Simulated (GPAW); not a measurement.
## puckered SnSe monolayer in an electric field

How does puckered SnSe monolayer screen a perpendicular field?

Main program and level: GPAW 26.7.0; GPAW, PAW setups; layer in a repeated cell with vacuum, relaxation of atoms and in-plane cell, in the first sound run; inputs show where later runs differ.

## 1. The starting structure

The cell holds 4 atoms: 2 Sn and 2 Se. Cell: a = 4.400 Å, b = 4.290 Å, c = 20.794 Å, α = 90.0°, β = 90.0°, γ = 90.0°. Vacuum lies along c.

## 2. Relaxation

Forces are removed first; all later runs use this geometry.

run.py reads:

```python
import json
import numpy as np
from ase import Atoms
from ase.filters import FrechetCellFilter
from ase.optimize import BFGS
from gpaw import GPAW, PW

slab = Atoms(
    ['Sn', 'Se', 'Se', 'Sn'],
    positions=[
        [0.26400, 0.00000, 9.00000],
        [1.93600, 2.14500, 9.10000],
        [4.13600, 0.00000, 11.69360],
        [2.46400, 2.14500, 11.79360]],
    cell=[[4.4, 0.0, 0.0], [0.0, 4.29, 0.0], [0.0, 0.0, 20.7936]],
    pbc=[True, True, True])

slab.calc = GPAW(mode=PW(600), xc='PBE', kpts={'size': (6, 7, 1), 'gamma': True},
                 occupations={'name': 'fermi-dirac', 'width': 0.05}, nbands='200%',
                 convergence={'density': 1e-05}, maxiter=200,
                 symmetry={'tolerance': 1e-3}, txt='slab.txt')
result = {}
# The in-plane cell is free; stress needs a cell that repeats along all three vectors
path = []
opt = BFGS(FrechetCellFilter(slab, mask=[1, 1, 0, 0, 0, 1]), maxstep=0.2)
opt.attach(lambda: path.append((slab.get_potential_energy(), slab.positions.tolist(), slab.get_forces().tolist())))
result['relaxed'] = bool(opt.run(fmax=0.02, steps=45))
result['path'] = path
result['cell'] = slab.cell.tolist()
print('in-plane lattice', slab.cell.cellpar().round(4)[[0, 1, 5]])
energy = slab.get_potential_energy()
fermi = slab.calc.get_fermi_level()
v = slab.calc.get_electrostatic_potential().mean((0, 1)) - fermi
n = slab.calc.get_pseudo_density().mean((0, 1))
L = slab.cell[2, 2]
z = np.arange(len(v)) * L / len(v)
low, high = slab.positions[:, 2].min(), slab.positions[:, 2].max()
below, above = np.interp([low - 6.8, high + 6.8], z, v)
slopes = [np.interp(x, z, np.gradient(v, z)) for x in (low - 6.8, high + 6.8)]
eps = np.array([[slab.calc.get_eigenvalues(k, s) for k in range(len(slab.calc.get_ibz_k_points()))]
                for s in range(slab.calc.get_number_of_spins())]) - fermi
top, bottom = eps[eps < 0].max(), eps[eps > 0].min()
dipole = slab.get_dipole_moment()[2]
print(f'energy {energy:.4f} eV, Fermi level {fermi:.4f} eV, dipole {dipole:.5f} e A')
print(f'potential 6.8 A off the faces, from the Fermi level: lower {below:.4f} eV, upper {above:.4f} eV')
print(f'slope of the potential there: lower {slopes[0]:.5f}, upper {slopes[1]:.5f} eV/A')
print(f'nearest levels on the mesh: {top:.4f} and {bottom:.4f} eV')
print('magnetic moment', round(slab.get_magnetic_moment(), 3))
result.update(energy=energy, fermi=fermi, dipole=dipole, below=below, above=above, slopes=slopes, edges=[top, bottom],
              z=z.tolist(), v=v.tolist(), n=n.tolist(), positions=slab.positions.tolist(),
              forces=slab.get_forces(apply_constraint=False).tolist(), moments=slab.get_magnetic_moments().tolist())
json.dump(result, open('result.json', 'w'))
```

Started as:

```sh
OMP_NUM_THREADS=1 OPENBLAS_NUM_THREADS=1 python run.py
```

Log:

```text
Step          Energy          fmax
BFGS:    0      -16.487490        0.762658
BFGS:    1      -16.527992        0.642562
BFGS:    2      -16.633149        0.167683
BFGS:    3      -16.638453        0.204735
BFGS:    4      -16.640683        0.229952
BFGS:    5      -16.643939        0.230934
BFGS:    6      -16.648344        0.183718
BFGS:    7      -16.651541        0.116261
BFGS:    8      -16.653150        0.111305
BFGS:    9      -16.654159        0.099387
BFGS:   10      -16.654875        0.076825
BFGS:   11      -16.655602        0.044784
BFGS:   12      -16.656018        0.032734
BFGS:   13      -16.656144        0.029023
BFGS:   14      -16.656222        0.028812
BFGS:   15      -16.656349        0.037313
BFGS:   16      -16.656621        0.047495
BFGS:   17      -16.657079        0.052433
BFGS:   18      -16.657542        0.043556
BFGS:   19      -16.657778        0.027460
BFGS:   20      -16.657876        0.012687
in-plane lattice [ 4.4101  4.2814 90.    ]
energy -16.6579 eV, Fermi level -1.1870 eV, dipole 0.00018 e A
potential 6.8 A off the faces, from the Fermi level: lower 3.9841 eV, upper 3.9841 eV
slope of the potential there: lower -0.00000, upper 0.00001 eV/A
nearest levels on the mesh: -0.5692 and 0.5559 eV
magnetic moment 0.0
```

The job ended after 44 min (1 thread of Arm Neoverse V1, shared host; peak memory 0.89 GiB).

Numbers from this step:

| Quantity | Value |
| --- | --- |
| dipole along the normal | 1.78e-4 e·Å |
| levels nearest the Fermi level on the mesh | -0.5692, 0.5559 eV from the Fermi level |

Table of electrostatic potential energy of an electron (without an applied field's), less the Fermi level, planar mean by z:

| z (Å) | electrostatic potential energy of an electron (without an applied field's), less the Fermi level, planar mean (eV) |
| --- | --- |
| 0 | 3.98 |
| 1 | 3.98 |
| 2 | 3.98 |
| 3 | 3.98 |
| 4 | 3.98 |
| 5 | 3.98 |
| 6 | 3.97 |
| 7 | 3.81 |
| 8 | 1.03 |
| 9 | -20.5 |
| 10 | -0.210 |
| 11 | -2.93 |
| 12 | -16.1 |
| 13 | 2.34 |
| 14 | 3.89 |
| 15 | 3.98 |
| 16 | 3.98 |
| 17 | 3.98 |
| 18 | 3.98 |
| 19 | 3.98 |
| 20 | 3.98 |

Pseudo valence density, planar mean against z:

z (Å), pseudo valence density, planar mean (e/Å³) and a bar:
```
      5.0      0.000 
      5.5      0.000 
      6.0      0.000 
      6.5      0.002 
      7.0      0.008 
      7.5      0.033 #
      8.0      0.125 ####
      8.5      0.418 ###############
      9.0      0.855 ##############################
      9.5      0.469 ################
     10.0      0.173 ######
     10.5      0.125 ####
     11.0      0.256 #########
     11.5      0.680 ########################
     12.0      0.744 ##########################
     12.5      0.259 #########
     13.0      0.071 ##
     13.5      0.018 #
     14.0      0.004 
     14.5      0.001 
     15.0      0.000 
     15.5      0.000
```

The relaxation lowered the energy of the cell by 0.170 eV (energies extrapolated to zero smearing; the optimiser's log prints free energies). The largest force left on a free atom is 0.0075 eV/Å.

## 3. The slab's potential

The work function is the vacuum plateau of the electrostatic potential less the Fermi level; a dipole layer lets the two faces have plateaus of their own.

This step: GPAW, PAW setups; slab in vacuum (GPAW 26.7.0).

The cell differs from the one that the last finished run ended in (c 20.794 → 20.745 Å).

Edit run.py of step 2 so:

```diff
@@ -3,4 +3,2 @@
 from ase import Atoms
-from ase.filters import FrechetCellFilter
-from ase.optimize import BFGS
 from gpaw import GPAW, PW
@@ -10,22 +8,15 @@
     positions=[
-        [0.26400, 0.00000, 9.00000],
-        [1.93600, 2.14500, 9.10000],
-        [4.13600, 0.00000, 11.69360],
-        [2.46400, 2.14500, 11.79360]],
-    cell=[[4.4, 0.0, 0.0], [0.0, 4.29, 0.0], [0.0, 0.0, 20.7936]],
-    pbc=[True, True, True])
+        [0.12237, 0.00000, 9.00000],
+        [2.08282, 2.14068, 9.03474],
+        [4.28787, 0.00000, 11.71005],
+        [2.32754, 2.14068, 11.74479]],
+    cell=[[4.41008, -0.0, 0.0], [0.0, 4.28136, 0.0], [0.0, 0.0, 20.7448]],
+    pbc=[True, True, False])
 
-slab.calc = GPAW(mode=PW(600), xc='PBE', kpts={'size': (6, 7, 1), 'gamma': True},
+slab.calc = GPAW(mode=PW(400), xc='PBE', kpts={'size': (6, 7, 1), 'gamma': True},
                  occupations={'name': 'fermi-dirac', 'width': 0.05}, nbands='200%',
                  convergence={'density': 1e-05}, maxiter=200,
+                 poissonsolver={'dipolelayer': 'xy'},
                  symmetry={'tolerance': 1e-3}, txt='slab.txt')
 result = {}
-# The in-plane cell is free; stress needs a cell that repeats along all three vectors
-path = []
-opt = BFGS(FrechetCellFilter(slab, mask=[1, 1, 0, 0, 0, 1]), maxstep=0.2)
-opt.attach(lambda: path.append((slab.get_potential_energy(), slab.positions.tolist(), slab.get_forces().tolist())))
-result['relaxed'] = bool(opt.run(fmax=0.02, steps=45))
-result['path'] = path
-result['cell'] = slab.cell.tolist()
-print('in-plane lattice', slab.cell.cellpar().round(4)[[0, 1, 5]])
 energy = slab.get_potential_energy()
```

Log:

```text
energy -16.3958 eV, Fermi level -1.1799 eV, dipole 0.00017 e A
potential 6.8 A off the faces, from the Fermi level: lower 3.9839 eV, upper 3.9839 eV
slope of the potential there: lower -0.00005, upper 0.00005 eV/A
nearest levels on the mesh: -0.5708 and 0.5574 eV
magnetic moment 0.0
```

Run time: 76 s. Hardware: 1 thread; peak memory 0.29 GiB.

This step gave:

- dipole along the normal: 1.71e-4 e·Å
- levels nearest the Fermi level on the mesh: -0.5708, 0.5574 eV from the Fermi level
- upper work function: 3.984 eV
- lower work function: 3.984 eV
- upper ionisation energy: 4.555 eV

The electrostatic potential energy of an electron (without an applied field's), less the Fermi level, planar mean by z:

```csv
z (Å),"electrostatic potential energy of an electron (without an applied field's), less the Fermi level, planar mean (eV)"
0.0,3.98
0.5,3.98
1.0,3.98
1.5,3.98
2.0,3.98
2.5,3.98
3.0,3.98
3.5,3.98
4.0,3.98
4.5,3.98
5.0,3.98
5.5,3.98
6.0,3.97
6.5,3.94
7.0,3.80
7.5,3.21
8.0,0.836
8.5,-7.85
9.0,-20.5
9.5,-9.21
10.0,0.00321
10.5,1.44
11.0,-3.39
11.5,-17.1
12.0,-15.4
12.5,-2.21
13.0,2.43
13.5,3.61
14.0,3.89
14.5,3.96
15.0,3.98
15.5,3.98
16.0,3.98
16.5,3.98
17.0,3.98
17.5,3.98
18.0,3.98
18.5,3.98
19.0,3.98
19.5,3.98
20.0,3.98
20.5,3.98
```

The pseudo valence density, planar mean by z:

z (Å), pseudo valence density, planar mean (e/Å³) and a bar from the least value:
```
     0.00      0.000 
     0.65      0.000 
     1.08      0.000 
     1.73      0.000 
     2.16      0.000 
     2.81      0.000 
     3.24      0.000 
     3.89      0.000 
     4.54      0.000 
     4.97      0.000 
     5.62      0.000 
     6.05      0.001 
     6.70      0.004 
     7.13      0.012 
     7.78      0.073 ###
     8.43      0.372 #############
     8.86      0.826 ##############################
     9.51      0.435 ################
     9.94      0.181 #######
    10.59      0.133 #####
    11.02      0.275 ##########
    11.67      0.836 ##############################
    12.10      0.606 ######################
    12.75      0.129 #####
    13.40      0.022 #
    13.83      0.007 
    14.48      0.001 
    14.91      0.000 
    15.56      0.000 
    15.99      0.000 
    16.64      0.000 
    17.29      0.000 
    17.72      0.000 
    18.37      0.000 
    18.80      0.000 
    19.45      0.000 
    19.88      0.000 
    20.53      0.000
```

The layer is gapped, so the Fermi level lies somewhere inside the gap, set by smearing and numerics, and these work functions are no property of the material; the band edges below the vacuum level are. The potential is flat to 5.3e-5 eV/Å where it is read, so the vacuum is wide enough.

## 4. In a field

A uniform field along the normal polarises the slab; the atoms stay fixed, so this is the electronic response alone.

Edit run.py of step 3 so:

```diff
@@ -4,2 +4,3 @@
 from gpaw import GPAW, PW
+from gpaw.external import ConstantElectricField
 
@@ -19,2 +20,3 @@
                  poissonsolver={'dipolelayer': 'xy'},
+                 external=ConstantElectricField(-0.2, [0, 0, 1]),
                  symmetry={'tolerance': 1e-3}, txt='slab.txt')
```

Log:

```text
energy -16.4072 eV, Fermi level -1.1821 eV, dipole -0.11405 e A
potential 6.8 A off the faces, from the Fermi level: lower 3.4406 eV, upper 4.5336 eV
slope of the potential there: lower -0.00005, upper 0.00005 eV/A
nearest levels on the mesh: -0.5705 and 0.5571 eV
magnetic moment 0.0
```

Elapsed: 92 s, on 1 thread; peak memory 0.33 GiB.

This step gave:

```yaml
dipole_along_the_normal: -0.1140 e·Å
levels_nearest_the_fermi_level_on_the_mesh: -0.5705, 0.5571 eV from the Fermi level
potential_below_the_slab_the_applied_field_s_own_ramp_left_out: 3.441 eV from the Fermi level
potential_above_the_slab_the_applied_field_s_own_ramp_left_out: 4.534 eV from the Fermi level
```

Table of electrostatic potential energy of an electron (without an applied field's), less the Fermi level, planar mean by z:

z (Å), electrostatic potential energy of an electron (without an applied field's), less the Fermi level, planar mean (eV) and a bar from the least value:
```
      0.0        4.0 #############################
      0.5        3.4 #############################
      1.0        3.4 #############################
      1.5        3.4 #############################
      2.0        3.4 #############################
      2.5        3.4 #############################
      3.0        3.4 #############################
      3.5        3.4 #############################
      4.0        3.4 #############################
      4.5        3.4 #############################
      5.0        3.4 #############################
      5.5        3.4 #############################
      6.0        3.4 #############################
      6.5        3.4 #############################
      7.0        3.3 #############################
      7.5        2.7 ############################
      8.0        0.4 #########################
      8.5       -8.2 ###############
      9.0      -20.8 
      9.5       -9.4 ##############
     10.0       -0.1 #########################
     10.5        1.5 ##########################
     11.0       -3.3 #####################
     11.5      -16.9 #####
     12.0      -15.1 #######
     12.5       -1.8 ######################
     13.0        2.9 ############################
     13.5        4.1 ##############################
     14.0        4.4 ##############################
     14.5        4.5 ##############################
     15.0        4.5 ##############################
     15.5        4.5 ##############################
     16.0        4.5 ##############################
     16.5        4.5 ##############################
     17.0        4.5 ##############################
     17.5        4.5 ##############################
     18.0        4.5 ##############################
     18.5        4.5 ##############################
     19.0        4.5 ##############################
     19.5        4.5 ##############################
     20.0        4.5 ##############################
     20.5        4.4 ##############################
```

Force by atom:

```
atom  x (eV/Å)  y (eV/Å)  z (eV/Å)    size
 Sn1   -0.0041    0.0000   -0.0556  0.0558
 Se2    0.0100    0.0000    0.0477  0.0487
 Se3   -0.0021    0.0000    0.0428  0.0428
 Sn4   -0.0036    0.0000   -0.0343  0.0345
```

The dipole is now -0.114 e Å, against 1.7e-4 in the run without a field.

## 5. In a field

Edit run.py of step 4 so:

```diff
@@ -20,3 +20,3 @@
                  poissonsolver={'dipolelayer': 'xy'},
-                 external=ConstantElectricField(-0.2, [0, 0, 1]),
+                 external=ConstantElectricField(-0.1, [0, 0, 1]),
                  symmetry={'tolerance': 1e-3}, txt='slab.txt')
```

Log:

```text
energy -16.3987 eV, Fermi level -1.1804 eV, dipole -0.05701 e A
potential 6.8 A off the faces, from the Fermi level: lower 3.7115 eV, upper 4.2579 eV
slope of the potential there: lower -0.00005, upper 0.00005 eV/A
nearest levels on the mesh: -0.5707 and 0.5574 eV
magnetic moment 0.0
```

Wall time 93 s (1 thread); peak memory 0.34 GiB.

This step gave:

- dipole along the normal: -0.05701 e·Å
- levels nearest the Fermi level on the mesh: -0.5707, 0.5574 eV from the Fermi level
- potential below the slab, the applied field's own ramp left out: 3.711 eV from the Fermi level
- potential above the slab, the applied field's own ramp left out: 4.258 eV from the Fermi level

Table of electrostatic potential energy of an electron (without an applied field's), less the Fermi level, planar mean by z:

```
z (Å)  electrostatic potential energy of an electron (without an applied field's), less the Fermi level, planar mean (eV)
    0                                                                                                                3.98
    1                                                                                                                3.71
    2                                                                                                                3.71
    3                                                                                                                3.71
    4                                                                                                                3.71
    5                                                                                                                3.71
    6                                                                                                                3.70
    7                                                                                                                3.53
    8                                                                                                               0.612
    9                                                                                                               -20.6
   10                                                                                                             -0.0328
   11                                                                                                               -3.33
   12                                                                                                               -15.3
   13                                                                                                                2.67
   14                                                                                                                4.16
   15                                                                                                                4.25
   16                                                                                                                4.26
   17                                                                                                                4.26
   18                                                                                                                4.26
   19                                                                                                                4.26
   20                                                                                                                4.26
```

The dipole is now -0.0570 e Å, against 1.7e-4 in the run without a field.

## 6. Field on

Edit run.py of step 5 so:

```diff
@@ -20,3 +20,3 @@
                  poissonsolver={'dipolelayer': 'xy'},
-                 external=ConstantElectricField(-0.1, [0, 0, 1]),
+                 external=ConstantElectricField(-0.05, [0, 0, 1]),
                  symmetry={'tolerance': 1e-3}, txt='slab.txt')
```

Log:

```text
energy -16.3965 eV, Fermi level -1.1800 eV, dipole -0.02850 e A
potential 6.8 A off the faces, from the Fermi level: lower 3.8475 eV, upper 4.1206 eV
slope of the potential there: lower -0.00005, upper 0.00005 eV/A
nearest levels on the mesh: -0.5708 and 0.5574 eV
magnetic moment 0.0
```

The job ended after 94 s (1 thread; peak memory 0.34 GiB).

## 7. In a field

Edit run.py of step 6 so:

```diff
@@ -20,3 +20,3 @@
                  poissonsolver={'dipolelayer': 'xy'},
-                 external=ConstantElectricField(-0.05, [0, 0, 1]),
+                 external=ConstantElectricField(0.05, [0, 0, 1]),
                  symmetry={'tolerance': 1e-3}, txt='slab.txt')
```

Log:

```text
energy -16.3965 eV, Fermi level -1.1800 eV, dipole 0.02850 e A
potential 6.8 A off the faces, from the Fermi level: lower 4.1206 eV, upper 3.8475 eV
slope of the potential there: lower -0.00005, upper 0.00005 eV/A
nearest levels on the mesh: -0.5708 and 0.5574 eV
magnetic moment 0.0
```

The job ended after 93 s (1 thread; peak memory 0.34 GiB).

Electrostatic potential energy of an electron (without an applied field's), less the Fermi level, planar mean against z:

```csv
z (Å),"electrostatic potential energy of an electron (without an applied field's), less the Fermi level, planar mean (eV)"
0.0,3.98
0.5,4.12
1.0,4.12
1.5,4.12
2.0,4.12
2.5,4.12
3.0,4.12
3.5,4.12
4.0,4.12
4.5,4.12
5.0,4.12
5.5,4.12
6.0,4.11
6.5,4.07
7.0,3.93
7.5,3.33
8.0,0.949
8.5,-7.76
9.0,-20.4
9.5,-9.17
10.0,0.0212
10.5,1.43
11.0,-3.42
11.5,-17.1
12.0,-15.5
12.5,-2.31
13.0,2.31
13.5,3.48
14.0,3.76
14.5,3.83
15.0,3.84
15.5,3.85
16.0,3.85
16.5,3.85
17.0,3.85
17.5,3.85
18.0,3.85
18.5,3.85
19.0,3.85
19.5,3.85
20.0,3.85
20.5,3.89
```

## 8. In a field

Edit run.py of step 7 so:

```diff
@@ -20,3 +20,3 @@
                  poissonsolver={'dipolelayer': 'xy'},
-                 external=ConstantElectricField(0.05, [0, 0, 1]),
+                 external=ConstantElectricField(0.1, [0, 0, 1]),
                  symmetry={'tolerance': 1e-3}, txt='slab.txt')
```

Log:

```text
energy -16.3987 eV, Fermi level -1.1804 eV, dipole 0.05701 e A
potential 6.8 A off the faces, from the Fermi level: lower 4.2579 eV, upper 3.7115 eV
slope of the potential there: lower -0.00005, upper 0.00005 eV/A
nearest levels on the mesh: -0.5707 and 0.5574 eV
magnetic moment 0.0
```

The job ended after 94 s (1 thread; peak memory 0.34 GiB).

The dipole is now 0.0570 e Å, against 1.7e-4 in the run without a field.

(Continued in part 2 of 2.)

[Logs are printed without paths, hosts, clocks, repeated set-up lines and the standing remarks that a program may print on its own settings, such as how far it seeks lower states.]

[Hosts, paths, dates, database ids (printed as entryN), source tags and the programs' standing remarks are cut or masked in the printed files.]
